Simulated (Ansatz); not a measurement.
**LuBe3: relaxing a made-up structure**

This structure for LuBe3 is made up. Its elements were placed in a known structure type with a cell scaled to their sizes. What cell does the guess relax to, and how far off was it?

Main program and level: Ansatz 0.2.0; DFT, PBE, plane-wave PAW, files of the set soft_1, scalar-relativistic, no spin, cell and ions relaxed at zero pressure; PAW set soft_1, in the first sound run; inputs show where later runs differ.

**1. Starting point**

Symmetry: Fm-3m, No. 225, cubic system. Conventional cell: a = 5.817 Å, b = 5.817 Å, c = 5.817 Å, α = 90.00°, β = 90.00°, γ = 90.00°. Nearest to Lu lie 8 Be at 2.52 Å. Nearest to Be lie 4 Lu at 2.52 Å and 4 Be at 2.52 Å. Nearest to Be lie 8 Be at 2.52 Å. Farther neighbours are not listed.

**2. Relaxing cell and atoms**

The guessed cell has no reason to be at equilibrium. It is relaxed with the atoms, within the space group of the guess.

Contents of input.yaml:

```yaml
crystal:
  lattice:
    - [0.0, 2.9085, 2.9085]
    - [2.9085, 0.0, 2.9085]
    - [2.9085, 2.9085, 0.0]
  atoms:
    - { symbol: Lu, position: [0.0, 0.0, 0.0] }
    - { symbol: Be, position: [0.75, 0.75, 0.75] }
    - { symbol: Be, position: [0.25, 0.25, 0.25] }
    - { symbol: Be, position: [0.5, 0.5, 0.5] }
kpoints:
  mp_grid: { grid: [8, 8, 8] }
scf:
  occupations: { method: fermi_dirac, width: 0.05 }
hamiltonian:
  xc: pbe
  pseudopotentials: { kind: paw, azcp: { folder: soft_1 } }
relax:
  f_tol: 0.015
  max_steps: 70
  cell: {}
output:
  forces: true
  stress: true
```

The run is started by

```
ansatz run input.yaml --threads 4 --pin off --max-ram 8192MiB --backend cpu --events-out ev --progress --plain --runs-dir out
```

Numbers of over 12 decimals in the logs are rounded to 6 here.

The program printed:

```text
Engine: ansatz 0.2.0, aarch64-unknown-linux-gnu
Pseudopotentials: kind: paw
Pseudopotential: Lu, paw, valence charge 25, recommended cutoff 420 eV (normal), soft_1/Lu.paw.azcp
Pseudopotential: Be, paw, valence charge 2, recommended cutoff 420 eV (normal), soft_1/Be.paw.azcp
Functional definition: PBE
  parameter kappa = 0.804
  parameter beta = 0.066725
  exchange = pbe_x(kappa = kappa, mu = beta*pi^2/3)
  correlation = pbe_c(beta = beta)
Crystal: 4 atoms, lattice volume = 49.208 Å³
Basis set: ecut = 420 eV, 941 PW (Γ), exchange–correlation on 60×60×60 points (8 copies of the dense FFT grid, shifted against one another)
Bands: 20, of which v1, the nominal top of the filled ones, is band 16 counted from 1 (15 counted from 0)
Symmetry: 48 space group operations
Space group: Fm-3m (ITA 225), of the structure as read, at distance tolerance 3.7e-5 Å
k-points: 29 of 512
Non-local potential: Lu, projectors of the file, l = 0: 3, l = 1: 2, l = 2: 2, l = 3: 3
Non-local potential: Be, projectors of the file, l = 0: 2, l = 1: 2, l = 2: 1
PAW form: soft (Blöchl's): semilocal exchange-correlation on the pseudo side does not see the compensation charge
PAW one-centre angular grid: Lu, 590 points (default); XC on 64 Gauss nodes
PAW one-centre angular grid: Be, 110 points (default); XC on 64 Gauss nodes
Initial density: superposition of atomic densities (chi_scale 0.1, normalization cell, long waves kept (reshape's long-wave potential 0.00 eV rms))
Initial wavefunctions: pseudopotential atomic-orbital guess
Functional: x = pbe(κ = 0.804, μ = 0.219515), c = pbe(β = 0.066725)
SCF iter   1: F=—  HF=-15010.999261 eV  |F-HF|=—  |Δ(HF+E_count)|=         —  Δρ=3.52e-2  dr2=6.70e-1  ethr=3.10e-3  ⟨swp⟩=6.2  Hψ=3378  notcnv=0
preconditioner: auto → Kerker (q_TF=auto, 2.526 Å⁻¹)  [metal: Δε(μ)=0.030 eV  Ē_g=10.685 eV  σ=0.050 eV  W_gap=0.14  n_scr=14 (ndim 8)  ℏωp=28.5 eV  f_vac=0.000  D(μ)=3.00/eV (n_scr^D=26)]
SCF iter   2: F=—  HF=-15010.873855 eV  |F-HF|=—  |Δ(HF+E_count)|=   1.25e-1  Δρ=1.34e-2  dr2=8.66e-2  ethr=2.16e-3  ⟨swp⟩=3.9  Hψ=1784  notcnv=0  defer=3
SCF iter   3: F=—  HF=-15010.791271 eV  |F-HF|=—  |Δ(HF+E_count)|=   8.26e-2  Δρ=1.20e-2  dr2=1.03e-1  ethr=2.79e-4  ⟨swp⟩=3.0  Hψ=1763  notcnv=0  defer=3
SCF iter   4: F=—  HF=-15010.768527 eV  |F-HF|=—  |Δ(HF+E_count)|=   2.27e-2  Δρ=5.33e-3  dr2=2.25e-2  ethr=2.79e-4  ⟨swp⟩=3.9  Hψ=1256  notcnv=0  defer=3
SCF iter   5: F=—  HF=-15010.763981 eV  |F-HF|=—  |Δ(HF+E_count)|=   4.55e-3  Δρ=1.15e-3  dr2=8.73e-4  ethr=7.25e-5  ⟨swp⟩=3.1  Hψ=1548  notcnv=0  defer=2
SCF iter   6: F=—  HF=-15010.763622 eV  |F-HF|=—  |Δ(HF+E_count)|=   3.60e-4  Δρ=5.40e-4  dr2=1.20e-4  ethr=2.82e-6  ⟨swp⟩=2.6  Hψ=1119  notcnv=0  defer=2
SCF iter   7: F=—  HF=-15010.763612 eV  |F-HF|=—  |Δ(HF+E_count)|=   1.01e-5  Δρ=3.50e-5  dr2=4.75e-7  ethr=3.86e-7  ⟨swp⟩=2.1  Hψ=1001  notcnv=0  defer=2
SCF iter   8: F=—  HF=-15010.763622 eV  |F-HF|=—  |Δ(HF+E_count)|=   1.07e-5  Δρ=1.18e-5  dr2=4.06e-8  ethr=3.23e-10  ⟨swp⟩=7.3  Hψ=3296  notcnv=0
SCF iter   9: F=-15010.763622 eV  HF=-15010.763622 eV  |F-HF|=3.20e-10  |Δ(HF+E_count)|=   5.00e-9  Δρ=1.04e-6  dr2=3.59e-10  ethr=1.31e-10  ⟨swp⟩=3.9  Hψ=2851  notcnv=0
SCF 1 converged in 9 iterations: F = -15010.763622 eV  dr2 = 3.59e-10
  greatest PAW one-centre occupation: 0.998 electrons in one spin orbital (limit 2), on the Lu atom at site 0 (counted from 0), in its partial waves of l = 0
relax step   1: F+E_penalty+E_count = -15010.76362245 eV  Δ(F+E_penalty+E_count) = +0.000e0 eV  max|allowed force component| = 1.482e-18 eV/Å  Δτ_max = 0.0000 Å  P = +2.888 GPa  Ω = 49.208 Å³  (9 SCF iters, dr2 threshold 1.00e-7 eV, accepted)
Crystal: 4 atoms, lattice volume = 51.265 Å³
Basis set: ecut = 420 eV, 965 PW (Γ), exchange–correlation on 60×60×60 points (8 copies of the dense FFT grid, shifted against one another)
Initial density: handed on by an earlier stage of this run
Initial wavefunctions: those handed on with the density
iter 1 solved again at ethr=1.73e-5 eV; its pass at ethr=3.10e-3 eV (dr2=5.36e-3 eV) is discarded
SCF iter   1: F=—  HF=-15010.777149 eV  |F-HF|=—  |Δ(HF+E_count)|=         —  Δρ=3.15e-3  dr2=5.00e-3  ethr=1.73e-5  ⟨swp⟩=2.9  Hψ=4742  notcnv=0
preconditioner: auto → Kerker (q_TF=auto, 2.509 Å⁻¹)  [metal: Δε(μ)=0.004 eV  Ē_g=11.515 eV  σ=0.050 eV  W_gap=0.02  n_scr=14 (ndim 8)  ℏωp=27.9 eV  f_vac=0.000  D(μ)=3.19/eV (n_scr^D=26)]
SCF iter   2: F=—  HF=-15010.776139 eV  |F-HF|=—  |Δ(HF+E_count)|=   1.01e-3  Δρ=7.09e-4  dr2=4.11e-4  ethr=1.61e-5  ⟨swp⟩=3.2  Hψ=1473  notcnv=0
SCF iter   3: F=—  HF=-15010.775486 eV  |F-HF|=—  |Δ(HF+E_count)|=   6.54e-4  Δρ=9.68e-4  dr2=6.73e-4  ethr=1.33e-6  ⟨swp⟩=3.1  Hψ=1329  notcnv=0
SCF iter   4: F=—  HF=-15010.775291 eV  |F-HF|=—  |Δ(HF+E_count)|=   1.95e-4  Δρ=2.87e-4  dr2=8.56e-5  ethr=1.33e-6  ⟨swp⟩=2.4  Hψ=1179  notcnv=0
SCF iter   5: F=—  HF=-15010.775301 eV  |F-HF|=—  |Δ(HF+E_count)|=   9.62e-6  Δρ=7.85e-5  dr2=4.18e-6  ethr=2.76e-7  ⟨swp⟩=2.6  Hψ=1183  notcnv=0
SCF iter   6: F=-15010.775299 eV  HF=-15010.775299 eV  |F-HF|=7.93e-8  |Δ(HF+E_count)|=   1.30e-6  Δρ=2.55e-5  dr2=2.79e-7  ethr=1.29e-9  ⟨swp⟩=5.8  Hψ=3775  notcnv=0
SCF 2 converged in 6 iterations: F = -15010.775299 eV  dr2 = 2.79e-7
relax step   2: F+E_penalty+E_count = -15010.77529936 eV  Δ(F+E_penalty+E_count) = -1.168e-2 eV  max|allowed force component| = 1.662e-17 eV/Å  Δτ_max = 0.0000 Å  P = -0.855 GPa  Ω = 51.265 Å³  energy of the carried Pulay correction = -5.944e-4 eV  (6 SCF iters, dr2 threshold 4.00e-7 eV, accepted)
Crystal: 4 atoms, lattice volume = 50.780 Å³
iter 1 solved again at ethr=1.47e-6 eV; its pass at ethr=3.10e-3 eV (dr2=4.55e-4 eV) is discarded
SCF iter   1: F=—  HF=-15010.776875 eV  |F-HF|=—  |Δ(HF+E_count)|=         —  Δρ=6.63e-4  dr2=2.20e-4  ethr=1.47e-6  ⟨swp⟩=3.2  Hψ=4255  notcnv=0
preconditioner: auto → Kerker (q_TF=auto, 2.513 Å⁻¹)  [metal: Δε(μ)=0.011 eV  Ē_g=11.432 eV  σ=0.050 eV  W_gap=0.05  n_scr=14 (ndim 8)  ℏωp=28.1 eV  f_vac=0.000  D(μ)=3.14/eV (n_scr^D=26)]
SCF iter   2: F=—  HF=-15010.776831 eV  |F-HF|=—  |Δ(HF+E_count)|=   4.46e-5  Δρ=1.50e-4  dr2=1.87e-5  ethr=7.09e-7  ⟨swp⟩=3.4  Hψ=1415  notcnv=0
SCF iter   3: F=—  HF=-15010.776806 eV  |F-HF|=—  |Δ(HF+E_count)|=   2.50e-5  Δρ=2.06e-4  dr2=2.92e-5  ethr=6.05e-8  ⟨swp⟩=3.1  Hψ=1247  notcnv=0
SCF iter   4: F=—  HF=-15010.776798 eV  |F-HF|=—  |Δ(HF+E_count)|=   7.77e-6  Δρ=6.67e-5  dr2=4.33e-6  ethr=6.05e-8  ⟨swp⟩=2.2  Hψ=1050  notcnv=0
SCF iter   5: F=—  HF=-15010.776798 eV  |F-HF|=—  |Δ(HF+E_count)|=   1.55e-7  Δρ=4.99e-5  dr2=1.25e-6  ethr=1.40e-8  ⟨swp⟩=2.9  Hψ=1071  notcnv=0
SCF iter   6: F=-15010.776797 eV  HF=-15010.776797 eV  |F-HF|=4.67e-9  |Δ(HF+E_count)|=   4.45e-7  Δρ=5.01e-6  dr2=1.24e-8  ethr=1.29e-9  ⟨swp⟩=6.7  Hψ=3072  notcnv=0
SCF 3 converged in 6 iterations: F = -15010.776797 eV  dr2 = 1.24e-8
relax step   3: F+E_penalty+E_count = -15010.77679722 eV  Δ(F+E_penalty+E_count) = -1.498e-3 eV  max|allowed force component| = 1.532e-17 eV/Å  Δτ_max = 0.0000 Å  P = -0.037 GPa  Ω = 50.780 Å³  energy of the carried Pulay correction = -4.565e-4 eV  (6 SCF iters, dr2 threshold 4.00e-7 eV, accepted)
Initial wavefunctions: pseudopotential atomic-orbital guess (no wavefunctions were taken with the density)
iter 1 solved again at ethr=2.79e-8 eV; its pass at ethr=3.10e-3 eV (dr2=8.64e-6 eV) is discarded
SCF iter   1: F=—  HF=-15010.777288 eV  |F-HF|=—  |Δ(HF+E_count)|=         —  Δρ=3.52e-5  dr2=8.83e-8  ethr=2.79e-8  ⟨swp⟩=5.7  Hψ=6219  notcnv=0
preconditioner: auto → Kerker (q_TF=auto, 2.513 Å⁻¹)  [metal: Δε(μ)=0.010 eV  Ē_g=11.449 eV  σ=0.050 eV  W_gap=0.05  n_scr=14 (ndim 8)  ℏωp=28.1 eV  f_vac=0.000  D(μ)=3.14/eV (n_scr^D=26)]
SCF iter   2: F=—  HF=-15010.777302 eV  |F-HF|=—  |Δ(HF+E_count)|=   1.43e-5  Δρ=2.78e-5  dr2=1.99e-7  ethr=2.85e-10  ⟨swp⟩=3.4  Hψ=1533  notcnv=0
SCF iter   3: F=—  HF=-15010.777302 eV  |F-HF|=—  |Δ(HF+E_count)|=   4.87e-8  Δρ=1.61e-5  dr2=3.11e-8  ethr=2.85e-10  ⟨swp⟩=3.0  Hψ=1202  notcnv=0
SCF iter   4: F=—  HF=-15010.777302 eV  |F-HF|=—  |Δ(HF+E_count)|=   5.22e-8  Δρ=1.79e-6  dr2=5.28e-10  ethr=1.00e-10  ⟨swp⟩=2.0  Hψ=1032  notcnv=0
SCF iter   5: F=—  HF=-15010.777302 eV  |F-HF|=—  |Δ(HF+E_count)|=   1.07e-9  Δρ=7.94e-7  dr2=9.06e-11  ethr=1.70e-12  ⟨swp⟩=3.3  Hψ=1351  notcnv=0
SCF iter   6: F=-15010.777302 eV  HF=-15010.777302 eV  |F-HF|=3.64e-12  |Δ(HF+E_count)|=  9.46e-11  Δρ=1.40e-7  dr2=7.92e-12  ethr=1.00e-12  ⟨swp⟩=6.2  Hψ=2854  notcnv=0
SCF 4 converged in 6 iterations: F = -15010.777302 eV  dr2 = 7.92e-12
relax step   4: F+E_penalty+E_count = -15010.77730212 eV  Δ(F+E_penalty+E_count) = -5.049e-4 eV  max|allowed force component| = 1.446e-17 eV/Å  Δτ_max = 0.0000 Å  P = -0.030 GPa  Ω = 50.780 Å³  stress off target by 2.98e-2 GPa  SCF on the basis re-selected at this cell (its energy is not comparable with the rows above)  (6 SCF iters)
basis re-selected at this cell: Δ(F+E_penalty+E_count) = -5.049e-4 eV, ΔP = +0.007 GPa vs the last step (what re-selecting the basis moved, of the pressure what is left beyond the Pulay correction that the steps carried, after the strain that the cell walked since its last selection, with what the two solves' SCF thresholds leave and, on support functions, any second-order correction that the steps lacked; it is no m [...]
SCF converged after 6 iterations
Free energy (F): -15010.777302 eV
Harris-Foulkes:  -15010.777302 eV  (|F-HF|=3.64e-12)
Internal energy: -15010.754662 eV  (E = F + TS)
E sigma→0 (E₀):  -15010.765982 eV
Entropy (-TS):   -0.022640 eV (-5.660 meV/atom)
Fermi energy:    11.281262 eV
--- Per-component energies (eV) ---
  E_band       = -6.799763
  E_kinetic    = 482.525316
  E_local      = -7629.910717  (includes V_loc(G=0)·N_el)
  E_nonlocal   = 688.140735
  E_hartree    = 3246.829829
  E_xc         = -269.642749
  E_vxc        = -315.768490  (∫ρ·V_xc dr)
  E_paw        = -7595.240007  (= ΣΔE_a)
  E_vpaw       = 274.553664  (= ΣTr[D̂ρ^β])
  E_aug_tail   = -0.000020  (compensation charges beyond the density's cutoff)
  E_ewald      = -3933.457050
  E_smearing   = -0.022640  (= −TS)
  E_closure    = 0.000000  (closes the sum)
  Σ components = -15010.777302   (vs F -15010.777302, Δ=0.00e0)
--- Forces (eV/Å), atoms counted from 1 ---
  atom   1  Lu    -0.00000000     0.00000000    -0.00000000
  atom   2  Be     0.00000000    -0.00000000    -0.00000000
  atom   3  Be     0.00000000     0.00000000     0.00000000
  atom   4  Be    -0.00000000    -0.00000000     0.00000000
  max |Σ_I F_I| component: 1.16e-18 eV/Å
--- Stress (GPa, compression-positive) ---
       -0.029834      -0.000000      -0.000000
       -0.000000      -0.029834       0.000000
       -0.000000      -0.000000      -0.029834
  P = ⅓ Tr σ = -0.0298 GPa (-0.298 kbar)
--- Relaxed structure (3 steps of the walk, 3 accepted, 1 SCFs on fresh bases) ---
  F+E_penalty+E_count = -15010.77730212 eV   max|allowed force component| = 1.446e-17 eV/Å   (the final SCF, on the basis selected at the relaxed cell)
  cell:  # Å, volume = 50.7800 Å³
    - [0, 2.939143, 2.939143]
    - [2.939143, 0, 2.939143]
    - [2.939143, 2.939143, 0]
  atoms:
    - { symbol: Lu, position: [0, 0, 0] }
    - { symbol: Be, position: [0.750000, 0.750000, 0.750000] }
    - { symbol: Be, position: [0.25, 0.25, 0.25] }
    - { symbol: Be, position: [0.5, 0.5, 0.5] }
```

Wall time 2.1 s (4 threads of Arm Neoverse V2, shared host); peak memory 0.43 GiB; 7.1 s of CPU time.

Step by step:

```tsv
step	energy less that of the first step (eV)	largest force component (eV/Å)	pressure (GPa)	volume (Å³)
1	0.0000	0.0000	2.89	49.21
2	-0.0117	0.0000	-0.85	51.26
3	-0.0132	0.0000	-0.04	50.78
4*	-0.0137	0.0000	-0.03	50.78
```

Relaxation steps marked * repeat the geometry before them on a plane-wave basis chosen anew for their cell, so energy and pressure can jump there.

Forces are held to the 48 operations that the run works with; a distortion that breaks them can't arise in this run.

```tsv
conventional cell, symmetrised	before	after	change
a (Å)	5.817	5.878	+1.1 %
b (Å)	5.817	5.878	+1.1 %
c (Å)	5.817	5.878	+1.1 %
volume (Å³/atom)	12.30	12.69	+3.2 %
```

The relaxed structure:

```xyz
4
Lattice="0.0000 2.9391 2.9391 2.9391 0.0000 2.9391 2.9391 2.9391 0.0000" Properties=species:S:1:pos:R:3 pbc="T T T"
Lu    0.0000    0.0000    0.0000
Be    4.4087    4.4087    4.4087
Be    1.4696    1.4696    1.4696
Be    2.9391    2.9391    2.9391
```

Numbers from this step:

- free energy: -15010.7773 eV
- energy at zero smearing: -15010.7660 eV
- smearing term TS: 0.02264 eV
- Fermi energy: 11.28 eV
- electrons: 31
- symmetry operations: 48
- pressure: -0.02983 GPa

The shortest distance of each pair, which need not be the same contact before and after:

```tsv
pair	guess (Å)	relaxed (Å)
Be–Be	2.519	2.545
Be–Lu	2.519	2.545
Lu–Lu	4.113	4.157
```

The relaxation ends with a pressure of -0.03 GPa.

(Part 1 of 2 ends here.)

[Logs are printed without paths, hosts, clocks, repeated set-up lines and the standing remarks that a program may print on its own settings, such as how far it seeks lower states.]

[Hosts, paths, dates, database ids (printed as entryN), source tags and the programs' standing remarks are cut or masked in the printed files.]
